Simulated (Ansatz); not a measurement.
# Ge wire along [111], 38 atoms a period, H-terminated: bands by functional and under strain, part 2 of 3

Aim: is the Ge wire along [111], 38 atoms a period, H-terminated a metal or a semiconductor?

Ansatz 0.2.0; DFT PBE, plane waves, PAW; relaxation of a wire's period; PAW set soft_1 (the session's first sound run).

So far. Step 2 (Relaxation of atoms and period): The cell's length comes to 9.956 Å with spin left out.

## (3) Bands of the perfect wire

This step: DFT PBE, plane waves, PAW; bands of a perfect wire; PAW set soft_1 (Ansatz 0.2.0).

At the relaxed period the bands are computed along the axis; those that cross an energy going forward count the channels that a perfect wire would open there.

input.yaml

```yaml
crystal:
  lattice:
    - [17.493, 0.0, 0.0]
    - [0.0, 19.148, 0.0]
    - [0.0, 0.0, 9.9562705468]
  atoms:
    - { symbol: Ge, position: [0.270286229, 0.498971731, 0.001344755] }
    - { symbol: Ge, position: [0.386106451, 0.682244641, 0.001345402] }
    - { symbol: Ge, position: [0.5, 0.499989826, 0.999753581] }
    - { symbol: Ge, position: [0.613893549, 0.682244641, 0.001345402] }
    - { symbol: Ge, position: [0.270286229, 0.501007631, 0.248655245] }
    - { symbol: Ge, position: [0.386106451, 0.317734721, 0.248654598] }
    - { symbol: Ge, position: [0.384178037, 0.681226393, 0.24865667] }
    - { symbol: Ge, position: [0.5, 0.499989536, 0.250246419] }
    - { symbol: Ge, position: [0.613893549, 0.317734721, 0.248654598] }
    - { symbol: Ge, position: [0.615821963, 0.681226393, 0.24865667] }
    - { symbol: Ge, position: [0.729713771, 0.501007631, 0.248655245] }
    - { symbol: H, position: [0.197276894, 0.659657177, 0.281459911] }
    - { symbol: H, position: [0.5, 0.180645856, 0.281449917] }
    - { symbol: H, position: [0.802723106, 0.659657177, 0.281459911] }
    - { symbol: H, position: [0.197761508, 0.46220826, 0.300166906] }
    - { symbol: H, position: [0.313061111, 0.279759289, 0.300168824] }
    - { symbol: H, position: [0.384700361, 0.758005817, 0.300171911] }
    - { symbol: H, position: [0.615299639, 0.758005817, 0.300171911] }
    - { symbol: H, position: [0.686938889, 0.279759289, 0.300168824] }
    - { symbol: H, position: [0.802238492, 0.46220826, 0.300166906] }
    - { symbol: Ge, position: [0.269768477, 0.621426211, 0.334403312] }
    - { symbol: Ge, position: [0.384287696, 0.43895656, 0.333502536] }
    - { symbol: Ge, position: [0.5, 0.622055024, 0.333504619] }
    - { symbol: Ge, position: [0.5, 0.257114195, 0.334397639] }
    - { symbol: Ge, position: [0.615712304, 0.43895656, 0.333502536] }
    - { symbol: Ge, position: [0.730231523, 0.621426211, 0.334403312] }
    - { symbol: Ge, position: [0.270061057, 0.621272137, 0.580993475] }
    - { symbol: Ge, position: [0.384493889, 0.439065676, 0.583133176] }
    - { symbol: Ge, position: [0.5, 0.621837888, 0.583135813] }
    - { symbol: Ge, position: [0.5, 0.257424448, 0.580988822] }
    - { symbol: Ge, position: [0.615506111, 0.439065676, 0.583133176] }
    - { symbol: Ge, position: [0.729938943, 0.621272137, 0.580993475] }
    - { symbol: H, position: [0.197202343, 0.41547738, 0.615834677] }
    - { symbol: H, position: [0.268489265, 0.302677888, 0.615832495] }
    - { symbol: H, position: [0.428713296, 0.781812176, 0.615834302] }
    - { symbol: H, position: [0.571286704, 0.781812176, 0.615834302] }
    - { symbol: H, position: [0.731510735, 0.302677888, 0.615832495] }
    - { symbol: H, position: [0.802797657, 0.41547738, 0.615834677] }
    - { symbol: H, position: [0.197202343, 0.584501982, 0.634165323] }
    - { symbol: H, position: [0.268489265, 0.697301473, 0.634167505] }
    - { symbol: H, position: [0.428713296, 0.218167186, 0.634165698] }
    - { symbol: H, position: [0.571286704, 0.218167186, 0.634165698] }
    - { symbol: H, position: [0.731510735, 0.697301473, 0.634167505] }
    - { symbol: H, position: [0.802797657, 0.584501982, 0.634165323] }
    - { symbol: Ge, position: [0.270061057, 0.378707225, 0.669006525] }
    - { symbol: Ge, position: [0.384493889, 0.560913686, 0.666866824] }
    - { symbol: Ge, position: [0.5, 0.378141474, 0.666864187] }
    - { symbol: Ge, position: [0.5, 0.742554914, 0.669011178] }
    - { symbol: Ge, position: [0.615506111, 0.560913686, 0.666866824] }
    - { symbol: Ge, position: [0.729938943, 0.378707225, 0.669006525] }
    - { symbol: Ge, position: [0.269768477, 0.378553151, 0.915596688] }
    - { symbol: Ge, position: [0.384287696, 0.561022802, 0.916497464] }
    - { symbol: Ge, position: [0.5, 0.377924338, 0.916495381] }
    - { symbol: Ge, position: [0.5, 0.742865167, 0.915602361] }
    - { symbol: Ge, position: [0.615712304, 0.561022802, 0.916497464] }
    - { symbol: Ge, position: [0.730231523, 0.378553151, 0.915596688] }
    - { symbol: H, position: [0.197761508, 0.537771102, 0.949833094] }
    - { symbol: H, position: [0.313061111, 0.720220073, 0.949831176] }
    - { symbol: H, position: [0.384700361, 0.241973545, 0.949828089] }
    - { symbol: H, position: [0.615299639, 0.241973545, 0.949828089] }
    - { symbol: H, position: [0.686938889, 0.720220073, 0.949831176] }
    - { symbol: H, position: [0.802238492, 0.537771102, 0.949833094] }
    - { symbol: H, position: [0.197276894, 0.340322184, 0.968540089] }
    - { symbol: H, position: [0.5, 0.819333506, 0.968550083] }
    - { symbol: H, position: [0.802723106, 0.340322184, 0.968540089] }
    - { symbol: Ge, position: [0.384178037, 0.318752969, 0.00134333] }
    - { symbol: Ge, position: [0.615821963, 0.318752969, 0.00134333] }
    - { symbol: Ge, position: [0.729713771, 0.498971731, 0.001344755] }
kpoints:
  mp_grid: { grid: [1, 1, 9] }
  band_path: { path: ["Γ", Z], npoints: 90 }
scf:
  occupations: { method: fermi_dirac, width: 0.05 }
hamiltonian:
  xc: pbe
  pseudopotentials: { kind: paw, azcp: { folder: soft_1 } }
output:
  dos: { e_range: [-5, 4] }
  write_potential: true
  write_density: true
  volumetric_format: npy
```

Command:

```bash
> ansatz run input.yaml --threads 16 --pin off --max-ram 61440MiB --backend cuda --events-out ev --progress --plain --runs-dir out --max-vram 78GiB
```

Numbers of over 12 decimals in the logs are rounded to 6 here.

Log:

```text
[...]
Crystal: 68 atoms, lattice volume = 3334.912 Å³
Basis set: ecut = 420 eV, 65221 PW (Γ)
Bands: 349, of which v1, the nominal top of the filled ones, is band 281 counted from 1 (280 counted from 0)
Symmetry: 4 space group operations
[...]
k-points: 5 of 9
[...]
SCF iter   1: F=—  HF=-163686.707623 eV  |F-HF|=—  |Δ(HF+E_count)|=         —  Δρ=3.21e-2  dr2=2.87e1  ethr=3.10e-3  ⟨swp⟩=6.6  Hψ=6974  notcnv=0  defer=63
[...]
SCF iter   6: F=—  HF=-163678.984467 eV  |F-HF|=—  |Δ(HF+E_count)|=   3.83e-3  Δρ=1.26e-4  dr2=9.90e-4  ethr=1.19e-6  ⟨swp⟩=2.0  Hψ=2880  notcnv=0  defer=268
[...]
SCF iter   9: F=—  HF=-163678.984461 eV  |F-HF|=—  |Δ(HF+E_count)|=   6.85e-4  Δρ=8.43e-6  dr2=1.82e-6  ethr=1.98e-9  ⟨swp⟩=2.0  Hψ=2933  notcnv=0  defer=268
[...]
SCF iter  11: F=-163678.984463 eV  HF=-163678.984463 eV  |F-HF|=5.88e-9  |Δ(HF+E_count)|=   6.11e-8  Δρ=6.29e-7  dr2=9.70e-9  ethr=1.78e-11  ⟨swp⟩=14.0  Hψ=7544  notcnv=0
SCF 1 converged in 11 iterations: F = -163678.984463 eV  dr2 = 9.70e-9
[...]
NSCF: frozen V_eff on 91 k-points
[...]
SCF converged after 11 iterations
[...]
```

Wall time 17 s (1 × NVIDIA GB200 with 16 threads of Arm Neoverse V2, shared host); peak memory 3.5 GiB; 1.9 min of CPU time.

Reading the cycles: dr2 is the Hartree energy of the density residual (eV), the measure of convergence; HF is the Harris–Foulkes estimate of the energy, which meets the free energy F at convergence.

Numbers from this step:

```
band gap : 1.936 eV
```

Electronic bands along the path, in eV, zero at the Fermi level; v1 is the highest filled band, c1 the lowest empty one:

```
  point     v4     v3     v2     v1    c1    c2    c3    c4
      Γ  -1.62  -1.62  -1.62  -0.96  1.12  1.28  1.38  1.38
halfway  -1.84  -1.53  -1.53  -1.44  1.24  1.24  1.24  1.34
      Z  -1.76  -1.76  -1.65  -1.65  0.98  1.14  1.14  1.47
```

The gap is 1.94 eV, with spin left out.

The path shows an indirect gap of 1.94 eV (valence top at Γ, conduction bottom at Z). The least direct gap is 2.08 eV.

## (4) Another level of theory, cutoff 500 eV, k-mesh 1×1×7

This step: DFT r2SCAN, plane waves, PAW; bands of a perfect wire at the PBE geometry; PAW set soft_1 (Ansatz 0.2.0).

The atoms stay at the PBE geometry and the functional changes. r2SCAN also reads the kinetic-energy density; it often gives larger moments and wider gaps than PBE, at a higher cost. Against the first PBE run of this kind, the cutoff is 500 eV against 420 and the mesh along the wire has 7 points against 9.

Edit input.yaml of step 3 so:

```diff
@@ -75,3 +75,3 @@
 kpoints:
-  mp_grid: { grid: [1, 1, 9] }
+  mp_grid: { grid: [1, 1, 7] }
   band_path: { path: ["Γ", Z], npoints: 90 }
@@ -80,8 +80,3 @@
 hamiltonian:
-  xc: pbe
+  xc: r2scan
   pseudopotentials: { kind: paw, azcp: { folder: soft_1 } }
-output:
-  dos: { e_range: [-5, 4] }
-  write_potential: true
-  write_density: true
-  volumetric_format: npy
```

Log:

```text
[...]
Crystal: 68 atoms, lattice volume = 3334.912 Å³
Basis set: ecut = 500 eV, 84647 PW (Γ), exchange–correlation on 512×576×300 points (64 copies of the dense FFT grid, shifted against one another)
Bands: 349, of which v1, the nominal top of the filled ones, is band 281 counted from 1 (280 counted from 0)
Symmetry: 4 space group operations
[...]
k-points: 4 of 7
[...]
SCF iter   1: F=—  HF=-163985.947556 eV  |F-HF|=—  |Δ(HF+E_count)|=         —  Δρ=3.14e-2  dr2=2.68e1  dr2_τ=2.28e-1  ethr=3.10e-3  ⟨swp⟩=6.5  Hψ=5560  notcnv=0  defer=73
[...]
SCF iter   6: F=—  HF=-163981.995644 eV  |F-HF|=—  |Δ(HF+E_count)|=   9.72e-3  Δρ=1.03e-4  dr2=3.50e-4  dr2_τ=1.22e-5  ethr=7.71e-7  ⟨swp⟩=2.0  Hψ=2300  notcnv=0  defer=240
[...]
SCF iter   8: F=—  HF=-163981.997437 eV  |F-HF|=—  |Δ(HF+E_count)|=   6.67e-4  Δρ=1.05e-5  dr2=1.60e-5  dr2_τ=1.04e-7  ethr=6.78e-9  ⟨swp⟩=3.0  Hψ=2884  notcnv=0  defer=240
[...]
SCF iter  10: F=-163981.997448 eV  HF=-163981.997448 eV  |F-HF|=2.38e-7  |Δ(HF+E_count)|=   2.00e-6  Δρ=1.30e-6  dr2=6.22e-8  dr2_τ=1.09e-9  ethr=1.78e-11  ⟨swp⟩=13.2  Hψ=8456  notcnv=0
SCF 1 converged in 10 iterations: F = -163981.997448 eV  dr2 = 6.22e-8
[...]
the band table was solved once the SCF had ended and its energy, with any forces and stress, was formed, with the checks that follow a solve (5637 applications of the Hamiltonian). They found nothing against the state; the energy, forces and stress were not computed again (output.eigenvalues in the input reference)
[...]
SCF converged after 10 iterations
[...]
```

The job ended after 30 s (1 × NVIDIA GB200 with 16 threads; peak memory 5.6 GiB).

This step gave:

- band gap: 2.256 eV

Electronic bands along the path, in eV, zero at the Fermi level; v1 is the highest filled band, c1 the lowest empty one:

| point | v4 | v3 | v2 | v1 | c1 | c2 | c3 | c4 |
| --- | --- | --- | --- | --- | --- | --- | --- | --- |
| Γ | -1.82 | -1.81 | -1.81 | -1.12 | 1.33 | 1.39 | 1.49 | 1.49 |
| halfway | -2.05 | -1.73 | -1.73 | -1.61 | 1.39 | 1.40 | 1.40 | 1.47 |
| Z | -1.97 | -1.97 | -1.85 | -1.85 | 1.14 | 1.28 | 1.29 | 1.61 |

The gap is 2.26 eV, against 1.94 eV under PBE at the relaxed period.

## (5) Strain along the wire, period over the relaxed period 1.06, k-mesh 1×1×6

This step: DFT PBE, plane waves, PAW; relaxation at a fixed period; PAW set soft_1 (Ansatz 0.2.0).

The period is set to 1.06 times the relaxed one and the atoms relax within it: strain changes bond lengths and angles, which shifts the bands against each other. Against the first PBE run of this kind, the mesh along the wire has 6 points against 9.

The cell differs from the one that the last finished run ended in (c 9.956 → 10.554 Å).

Edit input.yaml of step 4 so:

```diff
@@ -4,3 +4,3 @@
     - [0.0, 19.148, 0.0]
-    - [0.0, 0.0, 9.9562705468]
+    - [0.0, 0.0, 10.5536467797]
   atoms:
@@ -75,3 +75,3 @@
 kpoints:
-  mp_grid: { grid: [1, 1, 7] }
+  mp_grid: { grid: [1, 1, 6] }
   band_path: { path: ["Γ", Z], npoints: 90 }
@@ -80,3 +80,8 @@
 hamiltonian:
-  xc: r2scan
+  xc: pbe
   pseudopotentials: { kind: paw, azcp: { folder: soft_1 } }
+relax:
+  max_steps: 40
+  f_tol: 0.02
+output:
+  stress: true
```

Log:

```text
Warning: output.stress: scf.convergence.dr2_threshold = 1e-7 eV (the SCF's general default) is looser than the 6.8e-9 eV advised for a printed stress (1e-10 eV for each atom of the cell: 68). What an SCF threshold leaves in a stress goes as its square root, and in the free energy as the threshold itself, and one threshold admits the most on a small cell: [figures from the program's tests cut] Every solve of this run answers to scf.convergence.dr2_threshold,  [...]
[...]
Crystal: 68 atoms, lattice volume = 3535.007 Å³
Basis set: ecut = 420 eV, 69111 PW (Γ), exchange–correlation on 240×256×144 points (8 copies of the dense FFT grid, shifted against one another)
Bands: 349, of which v1, the nominal top of the filled ones, is band 281 counted from 1 (280 counted from 0)
Symmetry: 4 space group operations
[...]
k-points: 4 of 6
[...]
SCF iter   1: F=—  HF=-163685.124190 eV  |F-HF|=—  |Δ(HF+E_count)|=         —  Δρ=3.08e-2  dr2=2.83e1  ethr=3.10e-3  ⟨swp⟩=6.0  Hψ=5255  notcnv=0  defer=122
[...]
SCF iter   2: F=—  HF=-163679.079186 eV  |F-HF|=—  |Δ(HF+E_count)|=    6.05e0  Δρ=1.39e-2  dr2=6.85e0  ethr=3.10e-3  ⟨swp⟩=2.8  Hψ=1892  notcnv=0  defer=234
[...]
SCF iter   9: F=-163677.456767 eV  HF=-163677.456762 eV  |F-HF|=5.39e-6  |Δ(HF+E_count)|=   1.37e-5  Δρ=8.29e-6  dr2=2.28e-6  ethr=1.78e-9  ⟨swp⟩=4.0  Hψ=3927  notcnv=0
SCF 1 converged in 9 iterations: F = -163677.456767 eV  dr2 = 2.28e-6
[...]
relax step   1: F+E_penalty+E_count = -163677.45676733 eV  Δ(F+E_penalty+E_count) = +0.000e0 eV  max|allowed force component| = 4.083e-1 eV/Å  Δτ_max = 0.0000 Å  (9 SCF iters, dr2 threshold 1.00e-5 eV, accepted)
[...]
SCF 2 converged in 8 iterations: F = -163678.092347 eV  dr2 = 1.15e-6
[...]
relax step   2: F+E_penalty+E_count = -163678.09234694 eV  Δ(F+E_penalty+E_count) = -6.356e-1 eV  max|allowed force component| = 2.967e-1 eV/Å  Δτ_max = 0.1928 Å  (8 SCF iters, dr2 threshold 1.04e-5 eV, accepted)
[...]
SCF 3 converged in 7 iterations: F = -163678.151025 eV  dr2 = 1.82e-6
relax step   3: F+E_penalty+E_count = -163678.15102497 eV  Δ(F+E_penalty+E_count) = -5.868e-2 eV  max|allowed force component| = 6.311e-2 eV/Å  Δτ_max = 0.0766 Å  (7 SCF iters, dr2 threshold 5.50e-6 eV, accepted)
[...]
SCF 4 converged in 8 iterations: F = -163678.165568 eV  dr2 = 3.61e-8
relax step   4: F+E_penalty+E_count = -163678.16556825 eV  Δ(F+E_penalty+E_count) = -1.454e-2 eV  max|allowed force component| = 1.935e-2 eV/Å  Δτ_max = 0.0290 Å  (8 SCF iters, accepted)
[...]
SCF converged after 8 iterations
[...]
- { symbol: Ge, position: [0.614153, 0.679075, 0.243816] }
    - { symbol: Ge, position: [0.726837, 0.500764, 0.243816] }
    - { symbol: H, position: [0.199005, 0.658745, 0.291327] }
    - { symbol: H, position: [0.5, 0.182467, 0.291321] }
    - { symbol: H, position: [0.800995, 0.658745, 0.291327] }
    - { symbol: H, position: [0.198376, 0.462891, 0.284570] }
    - { symbol: H, position: [0.314014, 0.279904, 0.284575] }
    - { symbol: H, position: [0.384361, 0.757181, 0.284576] }
    - { symbol: H, position: [0.615639, 0.757181, 0.284576] }
    - { symbol: H, position: [0.685986, 0.279904, 0.284575] }
    - { symbol: H, position: [0.801624, 0.462891, 0.284570] }
    - { symbol: Ge, position: [0.272984, 0.619731, 0.332359] }
    - { symbol: Ge, position: [0.384415, 0.439023, 0.336691] }
    - { symbol: Ge, position: [0.5, 0.621922, 0.336691] }
    - { symbol: Ge, position: [0.5, 0.260504, 0.332357] }
    - { symbol: Ge, position: [0.615585, 0.439023, 0.336691] }
    - { symbol: Ge, position: [0.727016, 0.619731, 0.332359] }
    - { symbol: Ge, position: [0.273095, 0.619672, 0.568150] }
    - { symbol: Ge, position: [0.384588, 0.439115, 0.582488] }
    - { symbol: Ge, position: [0.5, 0.621740, 0.582489] }
    - { symbol: Ge, position: [0.5, 0.260624, 0.568150] }
    - { symbol: Ge, position: [0.615412, 0.439115, 0.582488] }
    - { symbol: Ge, position: [0.726905, 0.619672, 0.568150] }
    - { symbol: H, position: [0.197895, 0.415661, 0.638176] }
    - { symbol: H, position: [0.269010, 0.303133, 0.638175] }
    - { symbol: H, position: [0.428884, 0.781173, 0.638170] }
    - { symbol: H, position: [0.571116, 0.781173, 0.638170] }
    - { symbol: H, position: [0.730990, 0.303133, 0.638175] }
    - { symbol: H, position: [0.802105, 0.415661, 0.638176] }
    - { symbol: H, position: [0.197895, 0.584318, 0.611824] }
    - { symbol: H, position: [0.269010, 0.696847, 0.611825] }
    - { symbol: H, position: [0.428884, 0.218806, 0.611830] }
    - { symbol: H, position: [0.571116, 0.218806, 0.611830] }
    - { symbol: H, position: [0.730990, 0.696847, 0.611825] }
    - { symbol: H, position: [0.802105, 0.584318, 0.611824] }
    - { symbol: Ge, position: [0.273095, 0.380307, 0.681850] }
    - { symbol: Ge, position: [0.384588, 0.560864, 0.667512] }
    - { symbol: Ge, position: [0.5, 0.378240, 0.667511] }
    - { symbol: Ge, position: [0.5, 0.739356, 0.681850] }
    - { symbol: Ge, position: [0.615412, 0.560864, 0.667512] }
    - { symbol: Ge, position: [0.726905, 0.380307, 0.681850] }
    - { symbol: Ge, position: [0.272984, 0.380249, 0.917641] }
    - { symbol: Ge, position: [0.384415, 0.560957, 0.913309] }
    - { symbol: Ge, position: [0.5, 0.378058, 0.913309] }
    - { symbol: Ge, position: [0.5, 0.739475, 0.917643] }
    - { symbol: Ge, position: [0.615585, 0.560957, 0.913309] }
    - { symbol: Ge, position: [0.727016, 0.380249, 0.917641] }
    - { symbol: H, position: [0.198376, 0.537088, 0.965430] }
    - { symbol: H, position: [0.314014, 0.720076, 0.965425] }
    - { symbol: H, position: [0.384361, 0.242799, 0.965424] }
    - { symbol: H, position: [0.615639, 0.242799, 0.965424] }
    - { symbol: H, position: [0.685986, 0.720076, 0.965425] }
    - { symbol: H, position: [0.801624, 0.537088, 0.965430] }
    - { symbol: H, position: [0.199005, 0.341235, 0.958673] }
    - { symbol: H, position: [0.5, 0.817512, 0.958679] }
    - { symbol: H, position: [0.800995, 0.341235, 0.958673] }
    - { symbol: Ge, position: [0.385847, 0.320905, 0.0061836] }
    - { symbol: Ge, position: [0.614153, 0.320905, 0.0061836] }
    - { symbol: Ge, position: [0.726837, 0.499215, 0.00618406] }
```

Wall time 21 s (1 × NVIDIA GB200 with 16 threads); peak memory 2.4 GiB; 2 min of CPU time.

Relaxation path:

```
step  energy less that of the first step (eV)  largest force component (eV/Å)
   1                                   0.0000                          0.4083
   2                                  -0.6356                          0.2967
   3                                  -0.6943                          0.0631
   4                                  -0.7088                          0.0194
```

The run keeps the 4 symmetry operations that it works with, so distortions that break them were not tested.

The atoms that moved most (Å):

```csv
atom,dx,dy,dz,length
H37,-0.009,0.009,0.236,0.236
H34,0.009,0.009,0.236,0.236
H43,-0.009,-0.009,-0.236,0.236
H40,0.009,-0.009,-0.236,0.236
H39,0.012,-0.004,-0.236,0.236
H44,-0.012,-0.004,-0.236,0.236
H33,0.012,0.004,0.236,0.236
H38,-0.012,0.004,0.236,0.236
```

Numbers from this step:

| Item | Value |
| --- | --- |
| band gap | 1.446 eV |

The electronic bands at the labelled points (eV, zero at the Fermi level; v1 is the highest filled band, c1 the lowest empty one):

| point | v4 | v3 | v2 | v1 | c1 | c2 | c3 | c4 |
| --- | --- | --- | --- | --- | --- | --- | --- | --- |
| Γ | -1.29 | -1.22 | -1.22 | -0.72 | 0.72 | 1.40 | 1.45 | 1.45 |
| halfway | -1.37 | -1.34 | -1.16 | -1.16 | 1.09 | 1.20 | 1.21 | 1.44 |
| Z | -1.36 | -1.36 | -1.25 | -1.25 | 0.97 | 1.17 | 1.17 | 1.70 |

The gap is 1.45 eV, against 1.94 eV under PBE at the relaxed period.

(Continued in part 3 of 3.)

[Logs are printed without paths, hosts, clocks, repeated set-up lines and the standing remarks that a program may print on its own settings, such as how far it seeks lower states.]

[Hosts, paths, dates, database ids (printed as entryN), source tags and the programs' standing remarks are cut or masked in the printed files.]
